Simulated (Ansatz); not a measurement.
# Tl2Se (model cell, started as antifluorite): following an unstable mode, part 2 of 2

Which phase does Tl2Se (model cell, started as antifluorite) fall into along its unstable mode, and how much energy does it gain?

Ansatz 0.2.0; DFT PBE, scalar-relativistic, plane waves, PAW.

So far. Step 5 (Energy along the mode, all amplitudes (two of the runs …): The lowest of the steps tried is at 0.32 Å, 3.63 meV/atom below the parent; the bottom of the well need not coincide with a step. Step 7 (The new phase in its own primitive cell): The largest force component left is 0.57 meV/Å and the pressure is 0.000 GPa, within the tolerances set. The cell now holds 37.31 Å³/atom. The relaxed cell has a, b, c = 4.296, 7.560, 6.892 Å (conventional setting).

The structure was built from a prototype and need not be the compound's stable phase.

## Step 8: Modes of the new phase, k-mesh 8×4×6, occupations fixed

A relaxed structure may still be a saddle point, so its zone-centre modes are computed. The response to a homogeneous field gives the Born charges and the dielectric tensor.

input.yaml

```yaml
crystal:
  lattice:
    - [4.2964472022, 0.0, 0.0]
    - [0.0, 7.5599555191, 0.0]
    - [0.0, 0.0, 6.8920736867]
  atoms:
    - { symbol: Se, position: [0.5, 0.5, 0.099560087] }
    - { symbol: Se, position: [0.0, 0.0, 0.900439913] }
    - { symbol: Tl, position: [0.5, 0.2529122207, 0.7405862306] }
    - { symbol: Tl, position: [0.0, 0.7529122207, 0.2594137694] }
    - { symbol: Tl, position: [0.5, 0.7470877793, 0.7405862306] }
    - { symbol: Tl, position: [0.0, 0.2470877793, 0.2594137694] }
kpoints:
  mp_grid: { grid: [8, 4, 6] }
hamiltonian:
  xc: pbe
scf:
  occupations: { method: fixed }
output:
  eigenvalues: true
phonons:
  method: dfpt
  dielectric: true
  rigid_motions: translations
```

On the command line:

```sh
> ansatz run input.yaml --threads 4 --pin off --max-ram 7168MiB --backend cpu --events-out ev --progress --plain --runs-dir out
```

Run time: 6.4 min. Hardware: 4 threads of Arm Neoverse V2, shared host; peak memory 4.4 GiB.

Numbers from this step:

```
sum-rule residual before enforcement                    : 1.88e-4 eV/Å²
miss of the charge sum rule                             : 0.02319 e
estimated error of the dielectric tensor                : 0.05972
estimated error of the Born charges                     : 0.02877 e
point group                                             : mmm
highest optical mode at the zone centre (no LO-TO term) : 133.5 cm⁻¹
lowest optical zone-centre mode                         : 26.91 cm⁻¹
mean high-frequency dielectric constant                 : 9.634
largest Born charge (third of the trace)                : -3.031 e
mean static dielectric constant                         : 17.91
top of the zone-centre spectrum with the field          : 133.5 cm⁻¹
```

Without the LO-TO term. Patterns of degenerate modes are one choice out of their space. The modes at Γ (shares of kinetic energy by element, %):

```
mode  frequency (cm⁻¹)  symmetry  Se %  Tl %
   1               0.0  acoustic    16    84
   2               0.0  acoustic    16    84
   3               0.0  acoustic    16    84
   4              26.9       B2g    14    86
   5              29.4       B3g     4    96
   6              33.2        Au     0   100
   7              34.3        Ag    28    72
   8              37.6       B2u     3    97
   9              40.3       B1g     0   100
  10              45.0       B3g     7    93
  11              66.1        Ag     3    97
  12              69.9       B1u     0   100
  13              87.6       B2g    86    14
  14              88.0       B2u    81    19
  15              88.2       B3u    84    16
  16              91.9        Ag    69    31
  17             111.8       B1u    83    17
  18             133.5       B3g    89    11
```

Displacements in mode 4 (26.9 cm⁻¹), the largest set to 1:
```
Se1 -0.92  0.00  0.00
Se2  0.92  0.00  0.00
Tl3  1.00  0.00  0.00
Tl4 -1.00  0.00  0.00
Tl5  1.00  0.00  0.00
Tl6 -1.00  0.00  0.00
```

Displacements in mode 7 (34.3 cm⁻¹), the largest set to 1:
```
Se1  0.00  0.00 -1.00
Se2  0.00  0.00  1.00
Tl3  0.00 -0.66 -0.21
Tl4  0.00 -0.66  0.21
Tl5  0.00  0.66 -0.21
Tl6  0.00  0.66  0.21
```

Optical modes at the zone centre, without and with the macroscopic field of the longitudinal modes; each column is sorted by frequency, so a row need not hold one and the same mode. Modes with and without the field, by row:

```csv
rank among optical modes,no field (cm⁻¹),"q along (1, 0, 0) (cm⁻¹)","q along (0, 1, 0) (cm⁻¹)","q along (0, 0, 1) (cm⁻¹)"
1,26.9,26.9,26.9,26.9
2,29.4,29.4,29.4,29.4
3,33.2,33.2,33.2,33.2
4,34.3,34.3,34.3,34.3
5,37.6,37.6,39.5,37.6
6,40.3,40.3,40.3,40.3
7,45,45,45,45
8,66.1,66.1,66.1,66.1
9,69.9,69.9,69.9,70
10,87.6,87.6,87.6,87.6
11,88,88,88.2,88
12,88.2,91.9,91.9,88.2
13,91.9,111.8,111.8,91.9
14,111.8,121.6,127.7,127.6
15,133.5,133.5,133.5,133.5
```

Born charge (rows field, columns displacement) (e), principal values of the symmetric part by kind of site:

```
atom  atoms with these values    low  middle   high   mean
 Se1                        2  -3.75   -3.01  -2.33  -3.03
 Tl3                        4   1.16    1.51   1.88   1.52
```

In full for Tl3:

```
1.51 0.00 0.00
0.00 1.87 0.07
0.00 0.00 1.17
```

High-frequency dielectric tensor:

```
 8.61  0.00  0.00
 0.00 10.72  0.00
 0.00  0.00  9.58
```

Static dielectric tensor (ions relaxed, fixed cell):

```
16.37  0.00  0.00
 0.00 24.88  0.00
 0.00  0.00 12.48
```

Transverse modes. Infrared lines, with heights relative to the strongest:

| position (cm⁻¹) | lines merged | relative intensity |
| --- | --- | --- |
| 27 | 1 | 0.0 |
| 29 | 1 | 0.0 |
| 33 | 1 | 0.0 |
| 34 | 1 | 0.0 |
| 38 | 1 | 2.4 |
| 40 | 1 | 0.0 |
| 45 | 1 | 0.0 |
| 66 | 1 | 0.0 |
| 70 | 1 | 0.1 |
| 88 | 3 | 100 |
| 92 | 1 | 0.0 |
| 112 | 1 | 24 |
| 134 | 1 | 0.0 |

Before it was imposed, the acoustic sum rule was missed by 1.9e-4 eV/Å² and the charge sum rule by 0.023 e. Small misses are needed for a sound result but don't prove that mesh and cutoff are converged. The lowest optical mode is real, 26.9 cm⁻¹.

The log warns of the k mesh: “the force constants stand on the 8×4×6 k-mesh, whose period is 10.01 times the interband length at k = (0.0000, 0.2500, 0.0000), direct gap 1.250 eV, under 14: take them and everything formed from them as unconverged”.

## Step 9: Summary of results

- unstable mode of the parent: q = (0, -0.5, -0.5), 36i cm⁻¹
- depth at the lowest point sampled: 3.63 meV/atom
- largest atomic shift at that point: 0.32 Å
- space group reached (within 0.01 Å): Pmmn
- energy gained over the parent (first relaxation, on the mesh of the frozen mode): 42.9 meV/atom
- volume per atom, phase reached: 37.3 Å³
- gap on the k-mesh, phase reached: 0.270 eV
- lowest optical zone-centre mode, phase reached: 26.9 cm⁻¹
- highest optical mode at the zone centre (no LO-TO term), phase reached: 134 cm⁻¹

Along this mode the structure falls into Pmmn, 42.9 meV/atom below the parent. At the parent's cell the well is 3.635 meV/atom deep on the steps tried, with its lowest point at a shift of 0.32 Å. Relaxing atoms and cell changes the gain by +39.23 meV/atom against the lowest step (energies at zero smearing). Most of the total comes from this relaxation. The new phase has no imaginary mode at the zone centre of its cell; other wavevectors were not checked. Of the 3 patterns followed to their end from this parent, this one reaches the lowest energy. Each path keeps the symmetry of its pattern, so a lower phase may lie along a pattern not tried. With the field response the log warns that the k mesh is coarse for the force constants too, so the frequencies may not be converged. Where the field response was not run the interpolation lacks the dipole term, so the LO-TO splitting is missing from branches, density of states and sums. Spin-orbit coupling is left out, which can matter for the heavy elements here. The starting cell was built on a prototype and not taken from a measurement, so the phase need not exist.

[Logs are printed without paths, hosts, clocks, repeated set-up lines and the standing remarks that a program may print on its own settings, such as how far it seeks lower states.]

[Hosts, paths, dates, database ids (printed as entryN), source tags and the programs' standing remarks are cut or masked in the printed files.]
